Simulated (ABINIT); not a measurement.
# Quasiparticle gap of CsH (Pm-3m) in ABINIT, part 3 of 3

How does a plane-wave GW calculation on CsH (Pm-3m) run from the first input to the gap?

ABINIT 10.8.3; LDA and many-body steps on it, plane waves. Known limits of the many-body steps: not at the basis limit; no spin-orbit coupling; coarse k mesh.

So far. Step 3 (Bands along the symmetry lines): The gap is 2.297 eV, as in the run before at this level. Step 4 (Empty states on the mesh, 4×4×4 mesh, 31 bands): On this mesh the gap is 2.297 eV.

## (5) Screening, 4×4×4 mesh, 27 bands, screening to 87.1 eV

The RPA dielectric matrix is built and inverted for each q.

This step: RPA screening on LDA, plane waves, norm-conserving pseudopotentials.

run.abi reads:

```
acell 3*1.0 Angstrom
rprim 
  3.818408540000 0.000000000000 0.000000000000
  0.000000000000 3.818408540000 0.000000000000
  0.000000000000 0.000000000000 3.818408540000
ntypat 2
znucl 55 1
natom 2
typat 1 2
xred 
  0.000000000000 0.000000000000 0.000000000000
  0.500000000000 0.500000000000 0.500000000000
pp_dirpath "pseudos"
pseudos "Cs.upf, H.upf"
ecut 31
ngkpt 4 4 4
nshiftk 1
shiftk 0 0 0
kptopt 1
chksymbreak 0
istwfk *1
occopt 1
irdwfk 1
optdriver 3
nband 27
ecuteps 3.2
inclvkb 2
awtr 1
symchi 1
indata_prefix "in"
outdata_prefix "out"
tmpdata_prefix "tmp"
```

Run with:

```bash
OMP_NUM_THREADS=1 mpirun -n 4 abinit run.abi > log
```

Numbers of over 12 decimals in the logs are rounded to 6 here.

Log:

```text
.Version 10.8.3 of ABINIT. v10.8.2 released Aug 2026.

 Symmetries : space group Pm -3 m (#221); Bravais cP (primitive cubic)
[... echo of the input left out ...]
== DATASET  1 ==================================================================
-   mpi_nproc: 4, omp_nthreads: 1 (-1 if OMP is not activated)

--- !DatasetInfo
iteration_state: {dtset: 1, }
dimensions: {natom: 2, nkpt: 10, mband: 27, nsppol: 1, nspinor: 1, nspden: 1, mpw: 3136, }
cutoff_energies: {ecut:  31.0, pawecutdg:  -1.0, }
electrons: {nelect:   1.00000000E+01, charge:   0.00000000E+00, occopt:   1.00000000E+00, tsmear:   1.00000000E-02, }

 SCREENING: Calculation of the susceptibility and dielectric matrices

 Based on a program developped by R.W. Godby, V. Olevano, G. Onida, and L. Reining.
 Incorporated in ABINIT by V. Olevano, G.-M. Rignanese, and M. Torrent.
.Using double precision arithmetic ; gwpc =  8

[... cell and pseudopotentials left out ...]
--------------------------------------------------------------------------------

 ==== K-mesh for the wavefunctions ====
 Number of points in the irreducible wedge :    10
[... list of points left out ...]
 Together with 48 symmetry operations and time-reversal symmetry
 yields    64 points in the full Brillouin Zone.

 ==== Q-mesh for the screening function ====
 Number of points in the irreducible wedge :    10
[... list of points left out ...]
 Together with 48 symmetry operations and time-reversal symmetry
 yields    64 points in the full Brillouin Zone.

 setmesh: FFT mesh size selected  =    24x   24x   24
          total number of points  =        13824

 vcoul_init : cutoff-mode = AUXILIARY_FUNCTION
 q-points for optical limit:   1
     1)      0.000010    0.000020    0.000030

- screening: taking advantage of time-reversal symmetry
- Maximum band index for partially occupied states nbvw = 5
- Remaining bands to be divided among processors   nbcw = 22
- Number of bands treated by each node ~5

 Number of electrons calculated from density =   10.0000; Expected =   10.0000
 average of density, n =  0.026617
 r_s =    2.0777
 omega_plasma =   15.7374 [eV]

 calculating chi0 at frequencies [eV] :
  1    0.000000E+00    0.000000E+00
  2    0.000000E+00    1.573743E+01

--------------------------------------------------------------------------------
  q-point number  1        q = ( 0.000000, 0.000000, 0.000000) [r.l.u.]
--------------------------------------------------------------------------------
[... chi0 elements left out ...]
 For q-point:  0.000010 0.000020 0.000030
  dielectric constant =   3.8278
  dielectric constant without local fields =   4.3476

  Average fulfillment of the sum rule on Im[epsilon] for q-point    1 :     52.29  [%]
[... wings left out ...]
  q-point number  2        q = ( 0.250000, 0.000000, 0.000000) [r.l.u.]
--------------------------------------------------------------------------------
[... chi0 elements left out ...]
  Average fulfillment of the sum rule on Im[epsilon] for q-point    2 :     87.29  [%]

 [... 8 further q-points ...]
```

It took 4.7 s on 4 MPI ranks of Arm Neoverse V1, shared host; peak memory 0.44 GiB; 18 s of CPU time.

This step gave:

| Item | Value |
| --- | --- |
| ε∞ with local fields, on this mesh, along the program's q direction | 3.828 |
| the same without local fields | 4.348 |
| plasma frequency | 15.74 eV |
| plane waves in the screening matrix | 93 |

Local fields lower ε∞ by 12 %. On a Γ-centred mesh this coarse the value itself is usually too large, while a short band sum pulls it down.

## (6) Self-energy, 4×4×4 mesh, 27 bands, screening to 87.1 eV

The self-energy is evaluated for the states that the input lists, and the levels follow from it, in one-shot runs by the linearised quasiparticle equation.

This step: G0W0 on LDA, plane waves, norm-conserving pseudopotentials.

run.abi, as its differences from that of step 5:

```diff
@@ -23,8 +23,19 @@
 irdwfk 1
-optdriver 3
+optdriver 4
 nband 27
+gwcalctyp 0
+ecutsigx 31
+symsigma 1
+nkptgw 3
+kptgw 
+  0.5000000000 0.5000000000 0.5000000000
+  0.5000000000 0.0000000000 0.0000000000
+  0.0000000000 0.0000000000 0.0000000000
+bdgw 
+  2 8
+  3 7
+  2 7
 ecuteps 3.2
-inclvkb 2
-awtr 1
-symchi 1
+irdscr 1
+ppmodel 1
 indata_prefix "in"
```

Log:

```text
.Version 10.8.3 of ABINIT. v10.8.2 released Aug 2026.

 Symmetries : space group Pm -3 m (#221); Bravais cP (primitive cubic)
[... echo of the input left out ...]
== DATASET  1 ==================================================================
-   mpi_nproc: 4, omp_nthreads: 1 (-1 if OMP is not activated)

--- !DatasetInfo
iteration_state: {dtset: 1, }
dimensions: {natom: 2, nkpt: 10, mband: 27, nsppol: 1, nspinor: 1, nspden: 1, mpw: 3136, }
cutoff_energies: {ecut:  31.0, pawecutdg:  -1.0, }
electrons: {nelect:   1.00000000E+01, charge:   0.00000000E+00, occopt:   1.00000000E+00, tsmear:   1.00000000E-02, }

 SIGMA: Calculation of the GW corrections

 Based on a program developped by R.W. Godby, V. Olevano, G. Onida, and L. Reining.
 Incorporated in ABINIT by V. Olevano, G.-M. Rignanese, and M. Torrent.
.Using double precision arithmetic ; gwpc =  8

[... cell and pseudopotentials left out ...]
--------------------------------------------------------------------------------

 ==== K-mesh for the wavefunctions ====
 Number of points in the irreducible wedge :    10
[... list of points left out ...]
 Together with 48 symmetry operations and time-reversal symmetry
 yields    64 points in the full Brillouin Zone.

 ==== Q-mesh for screening function ====
 Number of points in the irreducible wedge :    10
[... list of points left out ...]
 Together with 48 symmetry operations and time-reversal symmetry
 yields    64 points in the full Brillouin Zone.

 vcoul_init : cutoff-mode = AUXILIARY_FUNCTION
 q-points for optical limit:   1
     1)      0.000010    0.000020    0.000030
 setmesh: FFT mesh size selected  =    40x   40x   40
          total number of points  =        64000

 Number of electrons calculated from density =   10.0000; Expected =   10.0000
 average of density, n =  0.026617
 r_s =    2.0777
 omega_plasma =   15.7374 [eV]

 === KS Band Gaps ===
  >>>> For spin  1
   Minimum direct gap =   2.4881 [eV], located at k-point      :   0.5000  0.5000  0.5000
   Fundamental gap    =   2.2974 [eV], Top of valence bands at :   0.5000  0.5000  0.5000
                                       Bottom of conduction at :   0.5000  0.0000  0.0000
 SIGMA fundamental parameters:
 PLASMON POLE MODEL  1
 number of plane-waves for SigmaX                 3071
 number of plane-waves for SigmaC and W             93
 number of plane-waves for wavefunctions          3071
 number of bands                                    27
 number of independent spin polarizations            1
 number of spinorial components                      1
 number of k-points in IBZ                          10
 number of q-points in IBZ                          10
 number of symmetry operations                      48
 number of k-points in BZ                           64
 number of q-points in BZ                           64
 number of frequencies for dSigma/dE                 9
 frequency step for dSigma/dE [eV]                0.25
 number of omega for Sigma on real axis              0
 max omega for Sigma on real axis  [eV]           0.00
 zcut for avoiding poles [eV]                     0.10

 EPSILON^-1 parameters (SCR file):
 dimension of the eps^-1 matrix on file             93
 dimension of the eps^-1 matrix used                93
 number of plane-waves for wavefunctions          3071
 number of bands                                    27
 number of q-points in IBZ                          10
 number of frequencies                               2
 number of real frequencies                          1
 number of imag frequencies                          1

 matrix elements of self-energy operator (all in [eV])

 Perturbative Calculation

--- !SelfEnergy_ee
iteration_state: {dtset: 1, }
kpoint     : [   0.500,    0.500,    0.500, ]
spin       : 1
KS_gap     :    2.488
QP_gap     :    4.365
Delta_QP_KS:    1.877
data: !SigmaeeData |
     Band     E0 <VxcDFT>   SigX SigC(E0)      Z dSigC/dE  Sig(E)    E-E0       E
        2  -6.265 -12.525 -17.202   3.103   0.777  -0.287 -13.747  -1.222  -7.487
        3  -6.265 -12.525 -17.202   3.103   0.777  -0.287 -13.747  -1.222  -7.487
        4  -6.265 -12.525 -17.202   3.103   0.777  -0.287 -13.747  -1.222  -7.487
        5   2.652  -9.762 -12.821   2.093   0.776  -0.289 -10.511  -0.749   1.904
        6   5.141  -7.818  -3.689  -2.767   0.828  -0.207  -6.690   1.128   6.269
        7   5.141  -7.818  -3.689  -2.767   0.828  -0.207  -6.690   1.128   6.269
        8   5.141  -7.818  -3.689  -2.767   0.828  -0.207  -6.690   1.128   6.269

--- !SelfEnergy_ee
iteration_state: {dtset: 1, }
kpoint     : [   0.500,    0.000,    0.000, ]
spin       : 1
KS_gap     :    2.559
QP_gap     :    4.531
Delta_QP_KS:    1.972
data: !SigmaeeData |
     Band     E0 <VxcDFT>   SigX SigC(E0)      Z dSigC/dE  Sig(E)    E-E0       E
        3  -5.102 -13.267 -17.637   2.916   0.788  -0.269 -14.413  -1.145  -6.247
        4  -5.102 -13.267 -17.637   2.916   0.788  -0.269 -14.413  -1.145  -6.247
        5   2.391 -10.032 -13.255   2.207   0.778  -0.285 -10.823  -0.791   1.600
[...]
--- !SelfEnergy_ee
iteration_state: {dtset: 1, }
kpoint     : [   0.000,    0.000,    0.000, ]
spin       : 1
KS_gap     :    5.220
QP_gap     :    7.482
Delta_QP_KS:    2.262
data: !SigmaeeData |
     Band     E0 <VxcDFT>   SigX SigC(E0)      Z dSigC/dE  Sig(E)    E-E0       E
[...]
3  -5.262 -13.128 -17.540   2.944   0.784  -0.275 -14.279  -1.152  -6.414
        4  -5.262 -13.128 -17.540   2.944   0.784  -0.275 -14.279  -1.152  -6.414
        5   0.539  -8.712 -12.293   2.417   0.768  -0.302  -9.606  -0.894  -0.355
        6   5.759  -8.498  -3.789  -3.049   0.824  -0.213  -7.130   1.368   7.126
        7   5.759  -8.498  -3.789  -3.049   0.824  -0.213  -7.130   1.368   7.126

== END DATASET(S) ==============================================================
================================================================================

 -outvars: echo values of variables after computation  --------
           etotal      0.0000000000E+00
            nband          27
             nkpt          10
          spgroup         221
 [... the other variables as echoed above ...]

 Calculation completed.
```

Elapsed: 3.7 s, on 4 MPI ranks; peak memory 0.54 GiB; 15 s of CPU time.

Numbers from this step:

```yaml
g0w0_gap_on_the_points_computed: 4.227 eV
starting_gap_on_the_mesh: 2.297 eV
k_of_the_valence_top: 0.5, 0.5, 0.5
k_of_the_conduction_bottom: 0.5, 0, 0
z_at_the_valence_top: 0.776
z_at_the_conduction_bottom: 0.83
least_direct_g0w0_gap_on_the_computed_points: 4.365 eV
```

The gap on the mesh goes from 2.30 eV to 4.23 eV, a correction of +1.93 eV.

Limits: finite bands, cutoff and mesh; no spin-orbit coupling; coarse k mesh. v1 is the top filled band, c1 the lowest empty one. Levels before and after the correction, in eV, zero at the valence-band top of each column:

```
           conduction bottom  valence top
Kohn-Sham               2.30         0.00
     G0W0               4.23         0.00
```

```
                         level  energy (eV)
Kohn-Sham  (0.5 0.5 0.5) v4-v2       -8.917
Kohn-Sham     (0.5 0.5 0.5) v1        0.000
Kohn-Sham  (0.5 0.5 0.5) c1-c3        2.488
Kohn-Sham      (0.5 0 0) v3-v2       -7.754
Kohn-Sham         (0.5 0 0) v1       -0.262
Kohn-Sham         (0.5 0 0) c1        2.297
Kohn-Sham         (0.5 0 0) c2        3.906
     G0W0  (0.5 0.5 0.5) v4-v2       -9.391
     G0W0     (0.5 0.5 0.5) v1        0.000
     G0W0  (0.5 0.5 0.5) c1-c3        4.365
     G0W0      (0.5 0 0) v3-v2       -8.151
     G0W0         (0.5 0 0) v1       -0.304
     G0W0         (0.5 0 0) c1        4.227
     G0W0         (0.5 0 0) c2        6.139
```

## (7) Where the time went

Times are wall times on 4 MPI ranks of Arm Neoverse V1, shared host, good to a factor of about two.

```
                          step   time  share  memory (GiB)
                  ground state    7 s   19 %          0.28
bands along the symmetry lines   13 s   35 %          0.27
      empty states on the mesh  8.3 s   23 %          0.26
                     screening  4.7 s   13 %          0.44
                   self-energy  3.7 s   10 %          0.54
```

## (8) Results

| Property | Result |
| --- | --- |
| LDA gap | 2.30 eV, indirect |
| G0W0 gap on the mesh | 4.23 eV |
| GW settings | 4×4×4 mesh, 27 bands, screening to 87.1 eV, Godby-Needs plasmon pole |
| known limits | not at the basis limit; no spin-orbit coupling; coarse k mesh |

G0W0 moves the gap on the mesh from 2.30 eV to 4.23 eV (+1.93 eV), with Z of 0.78 and 0.83 at the edges. Local fields lower the RPA ε∞ on this mesh from 4.35 to 3.83; a Γ-centred mesh this coarse tends to raise both, most where the direct gap is narrow, while a short band sum lowers them. Only 3 of the mesh's irreducible points were corrected, so a valley elsewhere could overtake. The dearest step here is «bands along the symmetry lines». Bands and cutoff are finite, so the gap is not at the basis limit. The miss can reach some tenths of an eV and take either sign; the mesh is an error of its own. In the G0W0 run levels were corrected at 3 k points alone, so a gap called «on the mesh» is the least over those, and an edge elsewhere would be missed. The 4×4×4 mesh is coarse for this cell, which bears on the long-range parts of exchange and screening. The many-body steps are scalar-relativistic: spin-orbit coupling is not in them.

[Paths, hosts, dates, memory and timing lines, banners, echoed tables and standing remarks are left out of the program output.]

[Logs are printed without paths, hosts, clocks, repeated set-up lines and the standing remarks that a program may print on its own settings, such as how far it seeks lower states.]

[Runs of the session that timed out or met a known fault of the program may be left out.]

[Hosts, paths, dates, database ids (printed as entryN), source tags and the programs' standing remarks are cut or masked in the printed files.]

[G0W0 gaps are taken among the corrected bands and points alone; a level outside them can change the order at an edge.]

[Where Ansatz stands beside ABINIT at settings called matched, ABINIT's density can come from a denser mesh and the files from another edition; pairs whose starting gaps differed by over 0.03 eV were left out, so agreement reads better than it is.]
